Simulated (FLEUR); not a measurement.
## Collinear magnetic orders of GdP with FLEUR

Wanted: the moments of GdP and the energy of each order that was tried.

Main program and level: FLEUR MaX-R8.1; PBEsol with U = 6 eV on Gd f; all-electron FLAPW, Dirac cores, scalar-relativistic bands.

This is a report of a sequence of runs, with most program output left out.

## 1. The starting structure

It takes space group Fm-3m (No. 225, cubic). The conventional cell has a = 5.740 Å, b = 5.740 Å, c = 5.740 Å, α = 90.00°, β = 90.00°, γ = 90.00°. Gd has 6 P at 2.87 Å nearest. Nearest to P lie 6 Gd at 2.87 Å. Farther neighbours are not listed.

Structure file:

```xyz
2
Lattice="0.0000 2.8699 2.8699 2.8699 0.0000 2.8699 2.8699 2.8699 0.0000" Properties=species:S:1:pos:R:3 pbc="T T T"
Gd    0.0000    0.0000    0.0000
P     2.8699    2.8699    2.8699
```

The cell comes from a database of computed structures and need not be the stable phase.

## 2. Run 1 (ferro +)

The parallel start comes first: it shows whether parallel moments hold. A Hubbard U acts on the open shell, since semilocal functionals spread its electrons too much.

The file n_mmp_mat seeds the f occupations with whole cubic orbitals by Hund's first rule, so that the U acts from the first pass. inpgen writes inp.xml from crystal.txt; cutoffs, mixing, functional, smearing and local orbitals are then set in the file. The k list default-1 (kpts.xml, not shown) is a Γ-centred 8×8×8 mesh; where the ranks do not divide the number of points, some are split in two of half the weight.

Contents of inp.xml:

```
<?xml version="1.0" encoding="UTF-8" standalone="no"?>
<fleurInput fleurInputVersion="0.39">
   <comment>
      GdP
   </comment>
   <calculationSetup>
      <cutoffs Kmax="3.6" Gmax="10.8" GmaxXC="10.8" numbands="0"/>
      <scfLoop itmax="130" minDistance="0.0001" maxIterBroyd="15" imix="Anderson" alpha="0.05" precondParam="0.0" spinf="2.0" sdNocoIR="T"/>
      <coreElectrons ctail="T" frcor="F" kcrel="0" coretail_lmax="0"/>
      <xcFunctional name="PBEs" relativisticCorrections="F"/>
      <magnetism jspins="2"/>
      <soc l_soc="F" theta="0.0" phi="0.0" spav="F"/>
      <expertModes spex="0" secvar="F"/>
      <geometryOptimization l_f="F" forcealpha="1.0" forcemix="BFGS" epsdisp="0.00001" epsforce="0.00001"/>
      <ldaU l_linMix="F" mixParam="0.05" spinf="1.0"/>
   </calculationSetup>
   <cell>
      <bzIntegration valenceElectrons="23.0" mode="hist" fermiSmearingEnergy="0.00183747">
         <kPointListSelection listName="default-1"/>
         <xi:include xmlns:xi="http://www.w3.org/2001/XInclude" href="kpts.xml"> </xi:include>
      </bzIntegration>
      <xi:include xmlns:xi="http://www.w3.org/2001/XInclude" href="sym.xml"> </xi:include>
      <bulkLattice scale="1.0">
         <bravaisMatrix>
            <row-1>    0.0000000000000000     5.4233959069468174     5.4233959069468174</row-1>
            <row-2>    5.4233959069468174     0.0000000000000000     5.4233959069468174</row-2>
            <row-3>    5.4233959069468174     5.4233959069468174     0.0000000000000000</row-3>
         </bravaisMatrix>
      </bulkLattice>
   </cell>
   <atomSpecies>
      <species name="Gadolinium7.000" element="Gd" atomicNumber="64">
         <mtSphere radius="2.8" gridPoints="925" logIncrement="0.014"/>
         <atomicCutoffs lmax="10" lnonsphr="8"/>
         <electronConfig flipSpins="F">
            <coreConfig>(1s1/2) (2s1/2) (2p1/2) (2p3/2) (3s1/2) (3p1/2) (3p3/2) (4s1/2) (3d3/2) (3d5/2) (4p1/2) (4p3/2) (4d3/2) (4d5/2)</coreConfig>
            <valenceConfig>(5s1/2) (5p1/2) (5p3/2) (6s1/2) (4f5/2) (4f7/2) (5d3/2) (5d5/2)</valenceConfig>
            <stateOccupation state="(4f5/2)" spinUp="2.5" spinDown="0.5"/>
            <stateOccupation state="(4f7/2)" spinUp="4.0" spinDown="0.0"/>
            <stateOccupation state="(5d3/2)" spinUp="0.4" spinDown="0.0"/>
            <stateOccupation state="(5d5/2)" spinUp="0.6" spinDown="0.0"/>
         </electronConfig>
         <energyParameters s="6" p="6" d="5" f="4"/>
         <ldaU l="3" U="6.0" J="0.0" l_amf="F"/>
         <lo type="SCLO" l="0" n="5" eDeriv="0"/>
         <lo type="SCLO" l="1" n="5" eDeriv="0"/>
      </species>
      <species name="Phosphorous (P)" element="P" atomicNumber="15">
         <mtSphere radius="2.09" gridPoints="691" logIncrement="0.017"/>
         <atomicCutoffs lmax="8" lnonsphr="6"/>
         <electronConfig flipSpins="F">
            <coreConfig>(1s1/2) (2s1/2) (2p1/2) (2p3/2)</coreConfig>
            <valenceConfig>(3s1/2) (3p1/2) (3p3/2)</valenceConfig>
            <stateOccupation state="(3p1/2)" spinUp="0.500000" spinDown="0.500000"/>
            <stateOccupation state="(3p3/2)" spinUp="1.000000" spinDown="1.000000"/>
         </electronConfig>
         <energyParameters s="3" p="3" d="3" f="4"/>
      </species>
   </atomSpecies>
   <atomGroups>
      <atomGroup species="Gadolinium7.000">
         <relPos label="                   1">.0000000000 .0000000000 .0000000000</relPos>
         <force calculate="T" relaxXYZ="TTT"/>
      </atomGroup>
      <atomGroup species="Phosphorous (P)">
         <relPos label="                   2">1.000/2.000 1.000/2.000 1.000/2.000</relPos>
         <force calculate="T" relaxXYZ="TTT"/>
      </atomGroup>
   </atomGroups>
   <output dos="F" band="F" slice="F">
      <bandDOS minEnergy="-.5*Htr" maxEnergy="0.5*Htr" sigma="0.015" storeEVData="T"/>
      <plotting iplot="0" polar="F">
         <plot TwoD="T" vec1="  1.0  0.0  0.0" vec2="  0.0  1.0  0.0" vec3="  0.0  0.0  1.0" zero="  0.0  0.0  0.0" file="plot"/>
      </plotting>
      <moessbauerParams electricFieldGradient="F" isomerShift="F" coreHyperfine="F" valenceHyperfine="F"/>
   </output>
</fleurInput>
```

Contents of crystal.txt:

```
GdP
&input film=F cartesian=F /
0.00000000000  2.86993751970  2.86993751970
2.86993751970  0.00000000000  2.86993751970
2.86993751970  2.86993751970  0.00000000000
1.8897261246
1.0 1.0 1.0

2
64 0.00000000000  0.00000000000  0.00000000000 : 7.000
15 0.50000000000  0.50000000000  0.50000000000

&kpt div1=8 div2=8 div3=8 gamma=T /
```

Command:

```bash
OMP_NUM_THREADS=1 inpgen -f crystal.txt > inpgen.log  # inp.xml is then edited as shown
OMP_NUM_THREADS=1 mpirun -n 4 fleur_MPI > fleur.log
```

Run time: 9 s. Hardware: 4 MPI ranks of Intel Xeon 6975P-C (Granite Rapids), shared host; peak memory 0.25 GiB.

Read from the output:

| Quantity | Value |
| --- | --- |
| free energy | -316151.6012 eV |
| program's band gap on this mesh (in a metal only a level spacing) | 0 eV |
| magnetization | 7.003 μB |
| final state | ferromagnetic, with opposed induced moments |
| largest moment | 7.047 μB |

After 15 cycles the largest moment stands at 7.05 μB.

## 3. Run 2 (antiferro q=(0,0,1/2) +-)

Reversing part of the moments tests the sign of the couplings between them.

The cell is doubled to 4 atoms to hold this order. The mesh is halved along the doubled vector, so that both cells sample the same points. The k list default-1 (kpts.xml, not shown) is a Γ-centred 8×8×4 mesh.

Changes to inp.xml since step 2:

```diff
@@ -17,3 +17,3 @@
    <cell>
-      <bzIntegration valenceElectrons="23.0" mode="hist" fermiSmearingEnergy="0.00183747">
+      <bzIntegration valenceElectrons="46.0" mode="hist" fermiSmearingEnergy="0.00183747">
          <kPointListSelection listName="default-1"/>
@@ -26,3 +26,3 @@
             <row-2>    5.4233959069468174     0.0000000000000000     5.4233959069468174</row-2>
-            <row-3>    5.4233959069468174     5.4233959069468174     0.0000000000000000</row-3>
+            <row-3>   10.8467918138936348    10.8467918138936348     0.0000000000000000</row-3>
          </bravaisMatrix>
@@ -41,2 +41,18 @@
             <stateOccupation state="(5d5/2)" spinUp="0.6" spinDown="0.0"/>
+         </electronConfig>
+         <energyParameters s="6" p="6" d="5" f="4"/>
+         <ldaU l="3" U="6.0" J="0.0" l_amf="F"/>
+         <lo type="SCLO" l="0" n="5" eDeriv="0"/>
+         <lo type="SCLO" l="1" n="5" eDeriv="0"/>
+      </species>
+      <species name="Gadolinium-7.000" element="Gd" atomicNumber="64">
+         <mtSphere radius="2.8" gridPoints="925" logIncrement="0.014"/>
+         <atomicCutoffs lmax="10" lnonsphr="8"/>
+         <electronConfig flipSpins="F">
+            <coreConfig>(1s1/2) (2s1/2) (2p1/2) (2p3/2) (3s1/2) (3p1/2) (3p3/2) (4s1/2) (3d3/2) (3d5/2) (4p1/2) (4p3/2) (4d3/2) (4d5/2)</coreConfig>
+            <valenceConfig>(5s1/2) (5p1/2) (5p3/2) (6s1/2) (4f5/2) (4f7/2) (5d3/2) (5d5/2)</valenceConfig>
+            <stateOccupation state="(4f5/2)" spinUp="0.5" spinDown="2.5"/>
+            <stateOccupation state="(4f7/2)" spinUp="0.0" spinDown="4.0"/>
+            <stateOccupation state="(5d3/2)" spinUp="0.0" spinDown="0.4"/>
+            <stateOccupation state="(5d5/2)" spinUp="0.0" spinDown="0.6"/>
          </electronConfig>
@@ -64,4 +80,9 @@
       </atomGroup>
+      <atomGroup species="Gadolinium-7.000">
+         <relPos label="                   2">.0000000000 .0000000000 1.000/2.000</relPos>
+         <force calculate="T" relaxXYZ="TTT"/>
+      </atomGroup>
       <atomGroup species="Phosphorous (P)">
-         <relPos label="                   2">1.000/2.000 1.000/2.000 1.000/2.000</relPos>
+         <relPos label="                   3">1.000/2.000 1.000/2.000 1.000/4.000</relPos>
+         <relPos label="                   4">1.000/2.000 1.000/2.000 -1.000/4.000</relPos>
          <force calculate="T" relaxXYZ="TTT"/>
```

Contents of crystal.txt:

```
GdP
&input film=F cartesian=F /
0.00000000000  2.86993751970  2.86993751970
2.86993751970  0.00000000000  2.86993751970
5.73987503940  5.73987503940  0.00000000000
1.8897261246
1.0 1.0 1.0

4
64 0.00000000000  0.00000000000  0.00000000000 : 7.000
64 0.00000000000  0.00000000000  0.50000000000 : -7.000
15 0.50000000000  0.50000000000  0.25000000000
15 0.50000000000  0.50000000000  0.75000000000

&kpt div1=8 div2=8 div3=4 gamma=T /
```

Elapsed: 53 s, on 4 MPI ranks; peak memory 0.48 GiB; 3.5 min of CPU time.

Spin moment in the muffin-tin sphere by atom:

| atom | spin moment in the muffin-tin sphere (μB) |
| --- | --- |
| Gd1 | 7.08 |
| Gd2 | -7.08 |
| P3 | 0.00 |
| P4 | 0.00 |

Read from the output:

| Item | Value |
| --- | --- |
| free energy | -632303.2193 eV |
| program's band gap on this mesh (in a metal only a level spacing) | 3.70e-4 eV |
| magnetization | 0 μB |
| final state | antiferromagnetic |

It lies 8.42 meV a seeded atom under the first start, and its largest moment is 7.08 μB against 7.05 μB.

## 4. Run 3 (antiferro q=(0,1/2,1/2) +-)

An opposed order shows whether neighbours prefer unlike signs.

This order needs a doubled cell of 4 atoms. The mesh is halved along the doubled vector, so that both cells sample the same points. The k list default-1 (kpts.xml, not shown) is a Γ-centred 8×4×8 mesh.

Changes to inp.xml since step 3:

```diff
@@ -25,4 +25,4 @@
             <row-1>    0.0000000000000000     5.4233959069468174     5.4233959069468174</row-1>
-            <row-2>    5.4233959069468174     0.0000000000000000     5.4233959069468174</row-2>
-            <row-3>   10.8467918138936348    10.8467918138936348     0.0000000000000000</row-3>
+            <row-2>   10.8467918138936348     0.0000000000000000    10.8467918138936348</row-2>
+            <row-3>   10.8467918138936348     5.4233959069468174     5.4233959069468174</row-3>
          </bravaisMatrix>
@@ -81,3 +81,3 @@
       <atomGroup species="Gadolinium-7.000">
-         <relPos label="                   2">.0000000000 .0000000000 1.000/2.000</relPos>
+         <relPos label="                   2">.0000000000 1.000/2.000 .0000000000</relPos>
          <force calculate="T" relaxXYZ="TTT"/>
@@ -85,4 +85,7 @@
       <atomGroup species="Phosphorous (P)">
-         <relPos label="                   3">1.000/2.000 1.000/2.000 1.000/4.000</relPos>
-         <relPos label="                   4">1.000/2.000 1.000/2.000 -1.000/4.000</relPos>
+         <relPos label="                   3">1.000/2.000 .0000000000 1.000/2.000</relPos>
+         <force calculate="T" relaxXYZ="TTT"/>
+      </atomGroup>
+      <atomGroup species="Phosphorous (P)">
+         <relPos label="                   4">1.000/2.000 1.000/2.000 1.000/2.000</relPos>
          <force calculate="T" relaxXYZ="TTT"/>
```

Contents of crystal.txt:

```
GdP
&input film=F cartesian=F /
0.00000000000  2.86993751970  2.86993751970
5.73987503940  0.00000000000  5.73987503940
5.73987503940  2.86993751970  2.86993751970
1.8897261246
1.0 1.0 1.0

4
64 0.00000000000  0.00000000000  0.00000000000 : 7.000
64 0.00000000000  0.50000000000  0.00000000000 : -7.000
15 0.50000000000  0.00000000000  0.50000000000
15 0.50000000000  0.50000000000  0.50000000000

&kpt div1=8 div2=4 div3=8 gamma=T /
```

Wall time 64 s (4 MPI ranks); peak memory 0.5 GiB.

Spin moment in the muffin-tin sphere by atom:

| atom | spin moment in the muffin-tin sphere (μB) |
| --- | --- |
| Gd1 | 7.07 |
| Gd2 | -7.07 |
| P3 | 0.03 |
| P4 | -0.03 |

Read from the output:

```
free energy                                                       : -632303.2099 eV
program's band gap on this mesh (in a metal only a level spacing) : 2.80e-6 eV
magnetization                                                     : 0 μB
final state                                                       : antiferromagnetic
```

It lies 3.71 meV a seeded atom under the first start, and its largest moment is 7.07 μB against 7.05 μB.

## 5. Energies of the orders

Free energies are divided by the number of seeded atoms, so that cells of unlike size compare. Wavevectors q in the names are fractions of the primitive cell's reciprocal vectors.

Orders:

| start | final state | typed order kept | energy over the lowest (meV a seeded atom) | largest sphere moment (μB) | net moment (μB a primitive cell) | mesh matched | CPU time (s) |
| --- | --- | --- | --- | --- | --- | --- | --- |
| ferro + | ferromagnetic, with opposed induced moments | yes | 8.415 | 7.047 | 7.003 | yes | 35.28 |
| antiferro q=(0,0,1/2) +- | antiferromagnetic | yes | 0 | 7.083 | 0 | yes | 209.4 |
| antiferro q=(0,1/2,1/2) +- | antiferromagnetic | yes | 4.708 | 7.065 | 0 | yes | 254.3 |

## 6. Spin–orbit coupling, moments along [001]

Spin–orbit coupling ties the spins to the lattice and lets orbital moments form.

A new self-consistent run of the start antiferro q=(0,0,1/2) +-, with the moments along z. Here n_mmp_mat seeds f states of whole m by Hund's three rules. The k list default-1 (kpts.xml, not shown) is a Γ-centred 8×8×4 mesh.

Changes to inp.xml since step 2:

```diff
@@ -6,3 +6,3 @@
    <calculationSetup>
-      <cutoffs Kmax="3.6" Gmax="10.8" GmaxXC="10.8" numbands="0"/>
+      <cutoffs Kmax="3.6" Gmax="10.8" GmaxXC="10.8" numbands="126"/>
       <scfLoop itmax="130" minDistance="0.0001" maxIterBroyd="15" imix="Anderson" alpha="0.05" precondParam="0.0" spinf="2.0" sdNocoIR="T"/>
@@ -11,3 +11,3 @@
       <magnetism jspins="2"/>
-      <soc l_soc="F" theta="0.0" phi="0.0" spav="F"/>
+      <soc l_soc="T" theta="0.0" phi="0.0" spav="F"/>
       <expertModes spex="0" secvar="F"/>
@@ -17,3 +17,3 @@
    <cell>
-      <bzIntegration valenceElectrons="23.0" mode="hist" fermiSmearingEnergy="0.00183747">
+      <bzIntegration valenceElectrons="46.0" mode="hist" fermiSmearingEnergy="0.00183747">
          <kPointListSelection listName="default-1"/>
@@ -26,3 +26,3 @@
             <row-2>    5.4233959069468174     0.0000000000000000     5.4233959069468174</row-2>
-            <row-3>    5.4233959069468174     5.4233959069468174     0.0000000000000000</row-3>
+            <row-3>   10.8467918138936348    10.8467918138936348     0.0000000000000000</row-3>
          </bravaisMatrix>
@@ -41,2 +41,18 @@
             <stateOccupation state="(5d5/2)" spinUp="0.6" spinDown="0.0"/>
+         </electronConfig>
+         <energyParameters s="6" p="6" d="5" f="4"/>
+         <ldaU l="3" U="6.0" J="0.0" l_amf="F"/>
+         <lo type="SCLO" l="0" n="5" eDeriv="0"/>
+         <lo type="SCLO" l="1" n="5" eDeriv="0"/>
+      </species>
+      <species name="Gadolinium-7.000" element="Gd" atomicNumber="64">
+         <mtSphere radius="2.8" gridPoints="925" logIncrement="0.014"/>
+         <atomicCutoffs lmax="10" lnonsphr="8"/>
+         <electronConfig flipSpins="F">
+            <coreConfig>(1s1/2) (2s1/2) (2p1/2) (2p3/2) (3s1/2) (3p1/2) (3p3/2) (4s1/2) (3d3/2) (3d5/2) (4p1/2) (4p3/2) (4d3/2) (4d5/2)</coreConfig>
+            <valenceConfig>(5s1/2) (5p1/2) (5p3/2) (6s1/2) (4f5/2) (4f7/2) (5d3/2) (5d5/2)</valenceConfig>
+            <stateOccupation state="(4f5/2)" spinUp="0.5" spinDown="2.5"/>
+            <stateOccupation state="(4f7/2)" spinUp="0.0" spinDown="4.0"/>
+            <stateOccupation state="(5d3/2)" spinUp="0.0" spinDown="0.4"/>
+            <stateOccupation state="(5d5/2)" spinUp="0.0" spinDown="0.6"/>
          </electronConfig>
@@ -64,4 +80,9 @@
       </atomGroup>
+      <atomGroup species="Gadolinium-7.000">
+         <relPos label="                   2">.0000000000 .0000000000 1.000/2.000</relPos>
+         <force calculate="T" relaxXYZ="TTT"/>
+      </atomGroup>
       <atomGroup species="Phosphorous (P)">
-         <relPos label="                   2">1.000/2.000 1.000/2.000 1.000/2.000</relPos>
+         <relPos label="                   3">1.000/2.000 1.000/2.000 1.000/4.000</relPos>
+         <relPos label="                   4">1.000/2.000 1.000/2.000 -1.000/4.000</relPos>
          <force calculate="T" relaxXYZ="TTT"/>
```

Contents of crystal.txt:

```
GdP
&input film=F cartesian=F /
0.00000000000  2.86993751970  2.86993751970
2.86993751970  0.00000000000  2.86993751970
5.73987503940  5.73987503940  0.00000000000
1.8897261246
1.0 1.0 1.0

4
64 0.00000000000  0.00000000000  0.00000000000 : 7.000
64 0.00000000000  0.00000000000  0.50000000000 : -7.000
15 0.50000000000  0.50000000000  0.25000000000
15 0.50000000000  0.50000000000  0.75000000000

&soc 0.0000000 0.0000000 /
&kpt div1=8 div2=8 div3=4 gamma=T /
```

It took 5.2 min on 4 MPI ranks; peak memory 1.1 GiB.

Spin moment in the muffin-tin sphere by atom:

| atom | spin moment in the muffin-tin sphere (μB) |
| --- | --- |
| Gd1 | 7.07 |
| Gd2 | -7.07 |
| P3 | 0.00 |
| P4 | 0.00 |

Numbers from this step:

| Property | Result |
| --- | --- |
| free energy | -632303.8955 eV |
| program's band gap on this mesh (in a metal only a level spacing) | 0.1163 eV |
| magnetization | 0 μB |
| final state | antiferromagnetic |
| orbital moment along the spin | 0 μB |

Orbital moment in the sphere, along the spin axis by atom:

| atom | orbital moment in the sphere, along the spin axis (μB) |
| --- | --- |
| Gd1 | -0.0029 |
| Gd2 | 0.0029 |
| P3 | 0.0000 |
| P4 | 0.0000 |

## 7. Results

| Quantity | Value |
| --- | --- |
| lowest state found | antiferromagnetic (typed antiferro q=(0,0,1/2) +-) |
| largest site spin moment | 7.08 μB |
| next finished state | antiferromagnetic, 4.71 meV a seeded atom higher |
| orbital moment on the atom of largest spin, along its spin (spin–orbit run) | -0.00289 μB |
| spin plus orbital moment | Gd 7.07 μB |

In words: The lowest state found is antiferromagnetic, reached from the start antiferro q=(0,0,1/2) +-, with moments up to 7.08 μB. The next finished state costs 4.7 meV a seeded atom. The shell is near half filling, where Hund's rules give no orbital moment. Only 3 starts were tried; other patterns of signs, canted and longer-period orders were not. The f shell is half filled, so the spin-only picture is fair.

[Logs and program files are shortened in this print: banners, set-up blocks, solver, clock and traceback lines can be left out without a mark of their own.]

[Logs are printed without paths, hosts, clocks, repeated set-up lines and the standing remarks that a program may print on its own settings, such as how far it seeks lower states.]

[Hosts, paths, dates, database ids (printed as entryN), source tags and the programs' standing remarks are cut or masked in the printed files.]

[Where a cell is said to come from a database of computed structures, the database is the Materials Project.]
